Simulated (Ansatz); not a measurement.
# How many bands does the GW gap of SnO2 (Cassiterite) need?

How do accuracy and time trade against each other in G0W0 on SnO2 (Cassiterite)?

Method: G0W0 on PBE, plane waves, PAW, in Ansatz 0.2.0.

## (1) The structure

The structure is tetragonal, space group P4_2/mnm (No. 136). The conventional cell has a = 4.738 Å, b = 4.738 Å, c = 3.187 Å, α = 90.00°, β = 90.00°, γ = 90.00°. Nearest to Sn lie 6 O at 2.05 to 2.06 Å. O has 3 Sn at 2.05 to 2.06 Å nearest. Farther neighbours and most contacts between anions are not listed.

As a file:

```cif
data_structure
_symmetry_space_group_name_H-M 'P 1'
_symmetry_Int_Tables_number 1
_cell_length_a 4.7380
_cell_length_b 4.7380
_cell_length_c 3.1865
_cell_angle_alpha 90.000
_cell_angle_beta 90.000
_cell_angle_gamma 90.000
_cell_volume 71.53
loop_
_atom_site_label
_atom_site_type_symbol
_atom_site_fract_x
_atom_site_fract_y
_atom_site_fract_z
_atom_site_occupancy
Sn1 Sn 0.00000 0.00000 0.00000 1
Sn2 Sn 0.50000 0.50000 0.50000 1
O3 O 0.30710 0.30710 0.00000 1
O4 O 0.19290 0.80710 0.50000 1
O5 O 0.69290 0.69290 0.00000 1
O6 O 0.80710 0.19290 0.50000 1
```

The cell and positions come from the Crystallography Open Database and are kept as given unless a step says otherwise. The default PAW set here is soft_2. Its files were made with PBE.

## (2) 93 empty bands, screening to 69 eV

Now the one-shot GW correction: screening in the RPA, then the self-energy of the levels asked for.

input.yaml reads:

```yaml
crystal:
  lattice:
    - [4.738, 0.0, 0.0]
    - [0.0, 4.738, 0.0]
    - [0.0, 0.0, 3.1865]
  atoms:
    - { symbol: Sn, position: [0.0, 0.0, 0.0] }
    - { symbol: Sn, position: [0.5, 0.5, 0.5] }
    - { symbol: O, position: [0.3071, 0.3071, 0.0] }
    - { symbol: O, position: [0.1929, 0.8071, 0.5] }
    - { symbol: O, position: [0.6929, 0.6929, 0.0] }
    - { symbol: O, position: [0.8071, 0.1929, 0.5] }
kpoints:
  mp_grid: { grid: [4, 4, 6] }
hamiltonian:
  xc: pbe
scf:
  occupations: { method: fixed }
gw:
  n_empty_bands: 93
  ecut_chi: 69
  qp_bands: [v2, c2]
  qp_kpoints: band_edges
  screening: { model: contour_deformation }
```

On the command line:

```sh
$ ansatz run input.yaml --threads 3 --pin off --max-ram 64512MiB --backend cuda --events-out ev --progress --plain --runs-dir out --devices 1 --max-vram 24GiB  # rebuilt from the run's record
```

Numbers of over 12 decimals in the logs are rounded to 6 here.

The log of the run:

```text
GPUs: using 1 of 1 available (devices: 1).
Engine: ansatz 0.2.0, x86_64-unknown-linux-gnu
Pseudopotentials: kind: paw
Pseudopotential: Sn, paw, valence charge 14, recommended cutoff 420 eV (normal), Sn.paw.azcp
Pseudopotential: O, paw, valence charge 6, recommended cutoff 420 eV (normal), O.paw.azcp
Functional definition: PBE
  parameter kappa = 0.804
  parameter beta = 0.066725
  exchange = pbe_x(kappa = kappa, mu = beta*pi^2/3)
  correlation = pbe_c(beta = beta)
device memory: the entry about to start is reckoned to put 0.9 GiB on a device that reports 60.0 GiB free (of which the cap on the GPU budget leaves the run 24.0 GiB)
GPU FFT provider: cuFFT
GPU libraries: cuBLAS 13.8.2, cuFFT 12.4.0, cuSOLVER 12.3.4
Crystal: 6 atoms, lattice volume = 71.533 Å³
Basis set: ecut = 420 eV, 1411 PW (Γ)
Bands: 32, of which v1, the nominal top of the filled ones, is band 26 counted from 1 (25 counted from 0)
Symmetry: 16 space group operations
Space group: P42/mnm (ITA 136), of the structure as read, at distance tolerance 4.2e-5 Å
k-points: 24 of 96
Non-local potential: Sn, projectors of the file, l = 0: 2, l = 1: 2, l = 2: 2, l = 3: 2
Non-local potential: O, projectors of the file, l = 0: 2, l = 1: 2, l = 2: 1
PAW form: soft (Blöchl's): semilocal exchange-correlation on the pseudo side does not see the compensation charge
PAW one-centre angular grid: Sn, 590 points (default); XC on 64 Gauss nodes
PAW one-centre angular grid: O, 110 points (default); XC on 64 Gauss nodes
Initial density: superposition of atomic densities (neutral atoms: chi_scale 0, normalization atom), corrected by the library's trained network
Initial wavefunctions: pseudopotential atomic-orbital guess
GPU buffer pool allocated for 24576 grid points (all kernels)
GPU transforms: local potential and band sums: pruned to the plane-wave sphere, on 32×32×24
Functional: x = pbe(κ = 0.804, μ = 0.219515), c = pbe(β = 0.066725)
SCF iter   1: F=—  HF=-14317.836139 eV  |F-HF|=—  |Δ(HF+E_count)|=         —  Δρ=1.08e-3  dr2=2.70e-4  ethr=1.77e-3  ⟨swp⟩=4.0  Hψ=2975  notcnv=0  defer=96
preconditioner: auto → Resta (q_TF=auto, 2.587 Å⁻¹)  ε∞=3.6  [insulator: Δε(μ)=1.283 eV  Ē_g=19.761 eV  n_scr=18 (ndim 8)  ℏωp=31.7 eV  f_vac=0.027  ε∞_Penn≈3.6]
SCF iter   2: F=—  HF=-14317.837935 eV  |F-HF|=—  |Δ(HF+E_count)|=   1.80e-3  Δρ=6.12e-4  dr2=8.41e-5  ethr=5.19e-7  ⟨swp⟩=2.6  Hψ=1668  notcnv=0  defer=96
SCF iter   3: F=—  HF=-14317.838205 eV  |F-HF|=—  |Δ(HF+E_count)|=   2.71e-4  Δρ=2.42e-4  dr2=2.13e-5  ethr=1.62e-7  ⟨swp⟩=2.0  Hψ=1014  notcnv=0  defer=96
SCF iter   4: F=—  HF=-14317.838247 eV  |F-HF|=—  |Δ(HF+E_count)|=   4.17e-5  Δρ=4.55e-5  dr2=1.25e-6  ethr=4.10e-8  ⟨swp⟩=2.0  Hψ=1011  notcnv=0  defer=96
iter 5 did not close the SCF: its close was put off for the readings that it lacked (scf_convergence_deferred on its scf_iter line)
SCF iter   5: F=-14317.838248 eV  HF=-14317.838248 eV  |F-HF|=6.72e-8  |Δ(HF+E_count)|=   7.32e-7  Δρ=9.92e-6  dr2=4.84e-8  ethr=2.40e-9  ⟨swp⟩=2.7  Hψ=1342  notcnv=0  defer=96
SCF iter   6: F=-14317.838248 eV  HF=-14317.838248 eV  |F-HF|=6.88e-10  |Δ(HF+E_count)|=   8.33e-8  Δρ=2.72e-6  dr2=2.99e-9  ethr=9.30e-11  ⟨swp⟩=7.4  Hψ=3794  notcnv=0
SCF 1 converged in 6 iterations: F = -14317.838248 eV  dr2 = 2.99e-9
  greatest PAW one-centre occupation: 0.996 electrons in one spin orbital (limit 2), on the Sn atom at site 0 (counted from 0), in its partial waves of l = 2
device memory: the entry about to start is reckoned to put 1.0 GiB (of the 1.0 GiB reckoned in all, the device holds 0.1 GiB already) on a device that reports 59.9 GiB free (of which the cap on the GPU budget leaves the run 23.9 GiB)
NSCF: frozen V_eff on 24 k-points, pencils in batches of 32, up to order 128
the band table was solved once the SCF had ended and its energy, with any forces and stress, was formed, with the checks that follow a solve (3010 applications of the Hamiltonian). They found nothing against the state; the energy, forces and stress were not computed again (output.eigenvalues in the input reference)
device memory: the entry about to start is reckoned to put 2.4 GiB on a device that reports 60.2 GiB free (of which the cap on the GPU budget leaves the run 24.0 GiB)
NSCF: frozen V_eff on 24 k-points
G₀W₀ screening: q 1/24
[... further progress lines ...]
SCF converged after 6 iterations
Free energy (F): -14317.838248 eV
Harris-Foulkes:  -14317.838248 eV  (|F-HF|=6.88e-10)
Internal energy: -14317.838248 eV  (E = F + TS)
E sigma→0 (E₀):  -14317.838248 eV
Fermi energy:    9.527099 eV
--- Per-component energies (eV) ---
  E_band       = -114.467090
  E_kinetic    = 1085.326899
  E_local      = -2860.967720  (includes V_loc(G=0)·N_el)
  E_nonlocal   = 134.899766
  E_hartree    = 1491.164175
  E_xc         = -1054.963418
  E_vxc        = -564.077157  (∫ρ·V_xc dr)
  E_paw        = -8930.456186  (= ΣΔE_a)
  E_vpaw       = -891.985333  (= ΣTr[D̂ρ^β])
  E_aug_tail   = 0.010016  (compensation charges beyond the density's cutoff)
  E_ewald      = -4182.851779
  E_smearing   = -0.000000  (= −TS)
  E_closure    = 0.000000  (closes the sum)
  Σ components = -14317.838248   (vs F -14317.838248, Δ=0.00e0)
--- Band table (eV; the first three rows and the last of 24) ---
  k-point 0: bands = [... 22 lower, 8.3047, 8.7532, 8.7532, 9.5271, 10.8088, 15.6950, 15.8966, 15.8966, ... 2 higher]
  k-point 1: bands = [... 22 lower, 7.3870, 8.7740, 8.7740, 9.2974, 12.3010, 16.1970, 16.9814, 16.9814, ... 2 higher]
  k-point 2: bands = [... 22 lower, 7.1214, 8.5390, 8.5390, 8.6798, 14.3615, 16.4989, 18.4076, 18.9674, ... 2 higher]
  k-point 23: bands = [... 22 lower, 8.5580, 8.5580, 8.6927, 8.6927, 14.4669, 14.4669, 18.4242, 18.4242, ... 2 higher]
--- G₀W₀: contour deformation, 6 samples at zero and on the imaginary axis and 2 off it, 96 q-points, 93 empty bands' worth ---
  eigenvalues of the whole cell's RPA ε∞ on this k-mesh (on a slab, of 1 + 4πα/V) = 4.4134, 4.4134, 4.6347; static W/v taken at q = 0 is 0.222903
  bands read: the sum over 119 bands ends inside a degenerate multiplet in 15 slots, whose members it reads at an even weight; the widest, k=0: bands 119 to 120 (counted from 1) at 1/2 each
  gw.qp_kpoints: band_edges: 11 of 24 stored k-points solved, in 1 pass; an edge of the gap read off the rows below is read off those points alone
    valence top: of the k-points left out ik 14 came nearest to being solved in a further pass, in band 26 (counted from 1, as in the quasiparticle table): it holds the edge there only if its correction is more favourable than any solved in that band by at least 0.553 eV; those differ by 0.360 eV
    conduction bottom: of the k-points left out ik 16 came nearest to being solved in a further pass, in band 27 (counted from 1, as in the quasiparticle table): it holds the edge there only if its correction is more favourable than any solved in that band by at least 3.368 eV; those differ by 0.862 eV
  `?` marks the rows in doubt; gw_qp.tsv's column doubts and the gw_qp event give each row's grounds
    ik  band        ε_KS         Σx   Σc(E_QP)       V_xc       Z   E_QP_lin       E_QP  E_QP is
     0    25      8.7532   -26.4471     5.2280   -20.7682  0.7562     8.2987     8.3023  root
     0    26      9.5271   -27.1843     5.5312   -21.1431  0.7569     9.0125     9.0171  root
     0    27     10.8088   -14.4723    -3.1642   -18.5806  0.8311    11.7631    11.7529  root
     0    28     15.6950   -12.1407    -4.2811   -17.8369  0.8078    17.1419    17.1102  root
     1    25      8.7740   -26.6274     5.2242   -20.9397  0.7570     8.3067     8.3105  root
     1    26      9.2974   -26.8705     5.5512   -20.7605  0.7553     8.7330     8.7387  root
     1    27     12.3010   -15.6572    -2.9702   -19.8160  0.8153    13.5143    13.4897  root
     1    28     16.1970   -13.1362    -4.4065   -19.1653  0.7956    17.8662    17.8196  root
     3    25      8.2696   -26.2871     5.6521   -19.9263  0.7473     7.5498     7.5610  root
     3    26      8.2696   -26.2871     5.6521   -19.9263  0.7473     7.5498     7.5610  root
     3    27     15.7685   -14.7462    -4.2233   -20.7654  0.7927    17.6157    17.5644  root
     3    28     15.7685   -14.7462    -4.2233   -20.7654  0.7927    17.6157    17.5644  root
     4    25      8.7914   -26.5371     5.2489   -20.8245  0.7564     8.3238     8.3276  root
     4    26      9.2405   -26.7088     5.4659   -20.6891  0.7560     8.6812     8.6868  root
     4    27     12.1004   -15.6336    -2.8499   -19.5999  0.8165    13.2353    13.2168  root
     4    28     15.2363   -12.9873    -4.0452   -18.4266  0.8057    16.6610    16.6303  root
     5    25      8.7444   -26.5894     5.2625   -20.8385  0.7563     8.2517     8.2560  root
     5    26      9.1618   -26.7679     5.4978   -20.7116  0.7552     8.5975     8.6033  root
     5    27     13.0356   -15.4892    -3.1967   -19.9798  0.8112    14.3609    14.3295  root ?
     5    28     15.8222   -13.8635    -4.2358   -19.7104  0.7942    17.4787    17.4333  root
     8    25      8.8935   -26.5707     5.3192   -20.7341  0.7562     8.3713     8.3762  root
     8    26      8.8935   -26.5707     5.3192   -20.7341  0.7562     8.3713     8.3762  root
     8    27     13.9795   -14.8772    -3.5044   -19.7568  0.8059    15.3823    15.3547  root
     8    28     13.9795   -14.8772    -3.5044   -19.7568  0.8059    15.3823    15.3547  root
    11    25      8.8360   -27.1960     4.7543   -22.0936  0.7677     8.4860     8.4879  root
[...]
17    25      8.8292   -26.6837     5.3739   -20.7636  0.7554     8.2775     8.2831  root
    17    26      8.8292   -26.6837     5.3739   -20.7636  0.7554     8.2775     8.2831  root
    17    27     14.6026   -14.7886    -3.8079   -20.1262  0.8025    16.1656    16.1322  root
    17    28     14.6026   -14.7886    -3.8079   -20.1262  0.8025    16.1656    16.1322  root
    23    25      8.6927   -26.6276     5.6736   -20.3055  0.7499     8.0357     8.0442  root
    23    26      8.6927   -26.6276     5.6736   -20.3055  0.7499     8.0357     8.0442  root
    23    27     14.4669   -13.3304    -3.8912   -18.6870  0.8163    15.9570    15.9322  root
    23    28     14.4669   -13.3304    -3.8912   -18.6870  0.8163    15.9570    15.9322  root
```

Wall time 13 s (1 × NVIDIA H100 80GB HBM3 (shared by 3 runs) with 3 threads of AMD EPYC 7R13 (Zen 3), shared host); peak memory 1.1 GiB; 17 s of CPU time.

Reading the cycles: dr2 is the Hartree energy of the density residual (eV), the measure of convergence; HF is the Harris–Foulkes estimate of the energy, which meets the free energy F at convergence.

This step gave:

```
bands summed                                 : 119
RPA ε∞ on this mesh (eigenvalues)            : 4.413, 4.413, 4.635
plane waves in the screening matrix          : 97
q-points in the mesh                         : 96
G0W0 gap on the mesh                         : 2.736 eV
k of the valence top                         : 0, 0, 0
k of the conduction bottom                   : 0, 0, 0
starting gap on the mesh                     : 1.282 eV
Z at the valence top                         : 0.7569
Z at the conduction bottom                   : 0.8311
least direct G0W0 gap on the computed points : 2.736 eV
```

The gap on the mesh goes from 1.28 eV to 2.74 eV, a correction of +1.45 eV. Between the two edge states, bare exchange in place of the xc potential would open the gap by 10.15 eV, and correlation takes back 8.70 eV.

## (3) 263 empty bands, screening to 138 eV

Bands and screening cutoff are moved together, since each hides the error of the other.

Edit input.yaml of step 2 so:

```diff
@@ -19,4 +19,4 @@
 gw:
-  n_empty_bands: 93
-  ecut_chi: 69
+  n_empty_bands: 263
+  ecut_chi: 138
   qp_bands: [v2, c2]
```

The log of the run:

```text
GPUs: using 1 of 1 available (devices: 1).
[...]
GPU FFT provider: cuFFT
GPU libraries: cuBLAS 13.8.2, cuFFT 12.4.0, cuSOLVER 12.3.4
Crystal: 6 atoms, lattice volume = 71.533 Å³
Basis set: ecut = 420 eV, 1411 PW (Γ)
Bands: 32, of which v1, the nominal top of the filled ones, is band 26 counted from 1 (25 counted from 0)
Symmetry: 16 space group operations
[...]
k-points: 24 of 96
[...]
GPU buffer pool allocated for 24576 grid points (all kernels)
[...]
SCF iter   1: F=—  HF=-14317.836139 eV  |F-HF|=—  |Δ(HF+E_count)|=         —  Δρ=1.08e-3  dr2=2.70e-4  ethr=1.77e-3  ⟨swp⟩=4.0  Hψ=2975  notcnv=0  defer=96
[...]
SCF iter   6: F=-14317.838248 eV  HF=-14317.838248 eV  |F-HF|=6.88e-10  |Δ(HF+E_count)|=   8.33e-8  Δρ=2.72e-6  dr2=2.99e-9  ethr=9.30e-11  ⟨swp⟩=7.4  Hψ=3794  notcnv=0
SCF 1 converged in 6 iterations: F = -14317.838248 eV  dr2 = 2.99e-9
[...]
NSCF: frozen V_eff on 24 k-points, pencils in batches of 32, up to order 128
[...]
NSCF: frozen V_eff on 24 k-points
G₀W₀ screening: q 1/24
[... further progress lines ...]
SCF converged after 6 iterations
Free energy (F): -14317.838248 eV
[...]
Internal energy: -14317.838248 eV  (E = F + TS)
E sigma→0 (E₀):  -14317.838248 eV
Fermi energy:    9.527099 eV
[...]
--- Band table (eV; the first three rows and the last of 24) ---
  k-point 0: bands = [... 22 lower, 8.3047, 8.7532, 8.7532, 9.5271, 10.8088, 15.6950, 15.8966, 15.8966, ... 2 higher]
  k-point 1: bands = [... 22 lower, 7.3870, 8.7740, 8.7740, 9.2974, 12.3010, 16.1970, 16.9814, 16.9814, ... 2 higher]
  k-point 2: bands = [... 22 lower, 7.1214, 8.5390, 8.5390, 8.6798, 14.3615, 16.4989, 18.4076, 18.9674, ... 2 higher]
  k-point 23: bands = [... 22 lower, 8.5580, 8.5580, 8.6927, 8.6927, 14.4669, 14.4669, 18.4242, 18.4242, ... 2 higher]
[...]
0    25      8.7532   -26.4471     4.8908   -20.7682  0.7512     7.9535     7.9651  root
     0    26      9.5271   -27.1843     5.2120   -21.1431  0.7519     8.6852     8.6979  root
     0    27     10.8088   -14.4723    -3.4313   -18.5806  0.8241    11.4898    11.4858  root
     0    28     15.6950   -12.1407    -4.6979   -17.8369  0.8042    16.7111    16.6934  root
     1    25      8.7740   -26.6274     4.8898   -20.9397  0.7519     7.9642     7.9761  root
     1    26      9.2974   -26.8705     5.2424   -20.7605  0.7505     8.4154     8.4299  root
     1    27     12.3010   -15.6572    -3.3095   -19.8160  0.8085    13.1581    13.1503  root
     1    28     16.1970   -13.1362    -4.8665   -19.1653  0.7911    17.3887    17.3596  root
[...]
3    27     15.7685   -14.7462    -4.7307   -20.7654  0.7872    17.0940    17.0570  root ?
     3    28     15.7685   -14.7462    -4.7307   -20.7654  0.7872    17.0940    17.0570  root ?
[...]
11    27     16.0462   -14.8703    -4.7854   -20.9536  0.7834    17.3814    17.3442  root ?
    11    28     16.0462   -14.8703    -4.7854   -20.9536  0.7834    17.3814    17.3442  root ?
[...]
23    25      8.6927   -26.6276     5.3894   -20.3055  0.7455     7.7415     7.7599  root
    23    26      8.6927   -26.6276     5.3894   -20.3055  0.7455     7.7415     7.7599  root
    23    27     14.4669   -13.3304    -4.3284   -18.6870  0.8115    15.5100    15.4950  root
    23    28     14.4669   -13.3304    -4.3284   -18.6870  0.8115    15.5100    15.4950  root
```

It took 26 s on 1 × NVIDIA H100 80GB HBM3 (shared by 3 runs) with 3 threads; peak memory 1.5 GiB; 39 s of CPU time.

This step gave:

```yaml
bands_summed: 289
rpa_eps_infinity_on_this_mesh_eigenvalues: 4.337, 4.337, 4.568
plane_waves_in_the_screening_matrix: 267
q_points_in_the_mesh: 96
g0w0_gap_on_the_mesh: 2.788 eV
k_of_the_valence_top: 0, 0, 0
k_of_the_conduction_bottom: 0, 0, 0
starting_gap_on_the_mesh: 1.282 eV
z_at_the_valence_top: 0.7519
z_at_the_conduction_bottom: 0.8241
least_direct_g0w0_gap_on_the_computed_points: 2.788 eV
```

Against the run with 4×4×6 mesh, 93 empty bands, screening to 69 eV, the gap moves by +0.05 eV.

## (4) 566 empty bands, screening to 230 eV

Edit input.yaml of step 3 so:

```diff
@@ -19,4 +19,4 @@
 gw:
-  n_empty_bands: 263
-  ecut_chi: 138
+  n_empty_bands: 566
+  ecut_chi: 230.0
   qp_bands: [v2, c2]
```

The log of the run:

```text
GPUs: using 1 of 1 available (devices: 1).
[...]
GPU FFT provider: cuFFT
GPU libraries: cuBLAS 13.8.2, cuFFT 12.4.0, cuSOLVER 12.3.4
Crystal: 6 atoms, lattice volume = 71.533 Å³
Basis set: ecut = 420 eV, 1411 PW (Γ)
Bands: 32, of which v1, the nominal top of the filled ones, is band 26 counted from 1 (25 counted from 0)
Symmetry: 16 space group operations
[...]
k-points: 24 of 96
[...]
1    28     16.1970   -13.1362    -5.0853   -19.1653  0.7893    17.1575    17.1408  root
[...]
23    25      8.6927   -26.6276     5.1637   -20.3055  0.7432     7.5015     7.5342  root
    23    26      8.6927   -26.6276     5.1637   -20.3055  0.7432     7.5015     7.5342  root
    23    27     14.4669   -13.3304    -4.5376   -18.6870  0.8097    15.2944    15.2858  root
    23    28     14.4669   -13.3304    -4.5376   -18.6870  0.8097    15.2944    15.2858  root
[key lines of the parts left out:]
SCF converged after 6 iterations
Free energy (F): -14317.838248 eV
Fermi energy:    9.527099 eV
```

The job ended after 32 s (1 × NVIDIA H100 80GB HBM3 (shared by 3 runs) with 3 threads; peak memory 2.8 GiB; 57 s of CPU time).

This step gave:

| Quantity | Value |
| --- | --- |
| bands summed | 592 |
| RPA ε∞ on this mesh (eigenvalues) | 4.309, 4.309, 4.533 |
| plane waves in the screening matrix | 563 |
| G0W0 gap on the mesh | 2.845 eV |
| k of the valence top | 0, 0, 0 |
| k of the conduction bottom | 0, 0, 0 |
| starting gap on the mesh | 1.282 eV |
| least direct G0W0 gap on the computed points | 2.845 eV |

Against the run with 4×4×6 mesh, 263 empty bands, screening to 138 eV, the gap moves by +0.06 eV.

(Continued in part 2 of 2.)

[Paths, hosts, dates, memory and timing lines, banners, echoed tables and standing remarks are left out of the program output.]

[Logs are printed without paths, hosts, clocks, repeated set-up lines and the standing remarks that a program may print on its own settings, such as how far it seeks lower states.]

[Runs of the session that timed out or met a known fault of the program may be left out.]

[Cells called generated may have been cut or substituted from an entry of the Crystallography Open Database or the Materials Project.]

[Hosts, paths, dates, database ids (printed as entryN), source tags and the programs' standing remarks are cut or masked in the printed files.]
